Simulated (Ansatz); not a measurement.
# TaSi2N4 monolayer in a perpendicular field, part 3 of 3

Aim: how the TaSi2N4 monolayer screens a field along its normal, and what the field does to its bands. A positive field points along +c.

Ansatz 0.2.0; plane-wave DFT, PBE-D3(BJ), Ansatz PAW.

So far. Step 3 (Single point, field 0): The work function of the upper face is 5.28 eV. Step 4 (Atoms held, field 0.1 V/Å): The dipole is 0.0330 e·Å.

### 5. Atoms held, field -0.1 V/Å

input.yaml reads:

```yaml
crystal:
  lattice:
    - [2.9505611541, 0.0, 0.0]
    - [-1.475280577, 2.5552609149, 0.0]
    - [0.0, 0.0, 25.0215092713]
  atoms:
    - { symbol: "N", position: [0.0, 0.0, 0.3596905328], spin: 0.01 }
    - { symbol: Si, position: [0.3333333333, 0.6666666667, 0.3798375388] }
    - { symbol: "N", position: [0.3333333333, 0.6666666667, 0.4497493179], spin: 0.01 }
    - { symbol: Ta, position: [0.0, 0.0, 0.5], spin: 0.23 }
    - { symbol: "N", position: [0.3333333333, 0.6666666667, 0.5502506821], spin: 0.01 }
    - { symbol: Si, position: [0.3333333333, 0.6666666667, 0.6201624612] }
    - { symbol: "N", position: [0.0, 0.0, 0.6403094672], spin: 0.01 }
magnetization:
  spin_polarized: true
kpoints:
  mp_grid: { grid: [18, 18, 1] }
  band_path:
    path: [[0, 0, 0], [0.5, 0, 0], [0.33333333, 0.33333333, 0], [0, 0, 0]]
    npoints: 16
hamiltonian:
  xc: pbe
  dispersion: d3bj
scf:
  occupations: { method: fermi_dirac, width: 0.02585 }
  convergence: { dr2_threshold: 1.0e-10 }
efield:
  axis: 3
  dipole_correction: true
  ramp_position: 0.97
  ramp_width: 0.06
  amplitude: -0.1
output:
  write_potential: true
  write_density: true
  volumetric_format: npy
```

Started as:

```sh
$ ansatz run input.yaml --threads 2 --pin off --max-ram 3072MiB --backend cpu --events-out ev --progress --plain --runs-dir out
```

Numbers of over 12 decimals in the logs are rounded to 6 here.

The log of the run:

```text
[...]
Crystal: 7 atoms, lattice volume = 188.649 Å³
Basis set: ecut = 420 eV, 3611 PW (Γ)
Bands: 28, of which v1, the nominal top of the filled ones, is band 21 counted from 1 (20 counted from 0)
Symmetry: 6 space group operations
k-points: 37 of 324 (time reversal used)
[...]
Starting moments: Σ|m| = 0.27 μB on 5 of 7 sites
[...]
k-point 1 ↑: bands = [... 17 lower, -0.9380, -0.8097, -0.6643, 1.9723, 4.7529, 5.1030, 5.1581, 5.5257, ... 3 higher]
  k-point 2 ↑: bands = [... 17 lower, -1.0908, -0.9798, -0.6278, 1.8294, 4.6114, 5.1414, 5.2485, 5.9833, ... 3 higher]
  k-point 36 ↓: bands = [... 17 lower, -2.5501, -0.6409, 0.1397, 2.3200, 5.1860, 5.5378, 6.8602, 7.2165, ... 3 higher]
[key lines of the parts left out:]
SCF converged after 27 iterations
Magnetization: 0.7591 μB (20.8795 up, 20.1205 down)
Free energy (F): -12748.351529 eV
Fermi energy:    1.505689 eV
Dipole field:    D = -0.031673 V/Å  (p = -0.033020 e·Å, saw-weighted, corrected)
```

Run time: 2.1 min. Hardware: 2 threads of Arm Neoverse N1, shared host; peak memory 0.72 GiB; 4.2 min of CPU time.

The dipole is -0.0330 e·Å.

### 6. Response, atoms held

This step: plane-wave DFT, PBE-D3(BJ), Ansatz PAW; response to a field along the normal, atoms held (Ansatz 0.2.0).

The dipoles give the slope, and the difference of two potentials shows where the field is screened.

Numbers from this step:

```
equivalent conductor thickness p/(ε₀AE) : 7.925 Å
distance between the outer atoms        : 7.022 Å
```

Dipole of the cell against applied field:

```
applied field (V/Å)  dipole of the cell (e·Å)
            -0.1000                   -0.0330
             0.0000                    3.8e-7
             0.1000                    0.0330
```

The total moment stays at 0.759 μB for applied field from -0.1 to 0.1 V/Å.

Local field over the applied field, running mean. From the potentials at -0.1 and 0.1 V/Å; running mean over 2.5 Å. Table of local field over applied field by z:

```
z (Å)  local field over applied field
  4.5                           1.000
  5.0                           0.998
  5.5                           0.994
  6.0                           0.982
  6.5                           0.946
  7.0                           0.862
  7.5                           0.720
  8.0                           0.555
  8.5                           0.395
  9.0                           0.280
  9.5                           0.204
 10.0                           0.170
 10.5                           0.148
 11.0                           0.133
 11.5                           0.103
 12.0                          0.0756
 12.5                          0.0619
 13.0                          0.0747
 13.5                           0.101
 14.0                           0.132
 14.5                           0.147
 15.0                           0.169
 15.5                           0.201
 16.0                           0.275
 16.5                           0.389
 17.0                           0.548
 17.5                           0.713
 18.0                           0.857
 18.5                           0.944
 19.0                           0.981
 19.5                           0.994
 20.0                           0.998
 20.5                           1.000
```

The induced electron density oscillates, so the rows of the table below give means over windows of 1 Å about each position, cut where the curve ends. Its maxima inside the range that stand out by 2 % of the span (Å: e/Å³ per V/Å): 8.2: 0.00384, 9.2: 0.00121, 10.6: 0.00147, 11.4: 0.00110, 13.1: 8.2e-4, 14.0: -3.4e-4, 15.3: 0.00199, 16.1: -4.3e-4. Its minima: 8.9: 4.3e-4, 9.7: -0.00199, 11.0: 3.4e-4, 12.0: -8.2e-4, 13.6: -0.00109, 14.5: -0.00147, 15.8: -0.00121, 16.8: -0.00384.

Electrons, planar mean, per unit field. The induced electron density by z; means over each step:

```
z (Å)  induced electron density (e/Å³ per V/Å)
    5                                   8.2e-6
    6                                   9.7e-5
    7                                   8.3e-4
    8                                  0.00312
    9                                   8.0e-4
   10                                  -4.3e-4
   11                                   8.9e-4
   12                                  -3.4e-4
   13                                   3.5e-4
   14                                  -8.8e-4
   15                                   3.7e-4
   16                                  -7.2e-4
   17                                 -0.00313
   18                                  -8.7e-4
   19                                  -1.0e-4
   20                                  -8.6e-6
```

By hand: between -0.1 and 0.1 V/Å the dipole changes by 0.06604 e·Å, a slope of 0.3302 e·Å²/V. A perfect conductor of thickness t has p = ε₀AEt, so t = 180.95 × 0.3302 / 7.539 = 7.93 Å (e/ε₀ = 180.95 V·Å, A in Å²).

The induced dipole is that of a conductor 7.93 Å thick.

### 7. Results

* gap without field: none
* work function, upper face: 5.28 eV
* equivalent conductor thickness, atoms held: 7.93 Å

What this shows: The induced dipole equals that of a perfect conductor 7.93 Å thick, while the outer atoms lie 7.02 Å apart. There is no gap over 0.03 eV, with or without the field. For an open d or f shell that can be the fault of a semilocal functional without a Hubbard term. The magnetic order is the one reached from the typed start; other orders were not compared. Spin-orbit coupling is left out, which matters for the bands of elements this heavy. The outer anions sit over the metal atoms, one of several polytypes of such layers and not the lowest for every compound.

[Logs are printed without paths, hosts, clocks, repeated set-up lines and the standing remarks that a program may print on its own settings, such as how far it seeks lower states.]

[Hosts, paths, dates, database ids (printed as entryN), source tags and the programs' standing remarks are cut or masked in the printed files.]

[Maps of the electrostatic potential energy from Ansatz leave out the sawtooth potential of an applied field or a dipole correction, so their vacuum need not be flat; planar profiles and work functions include it.]
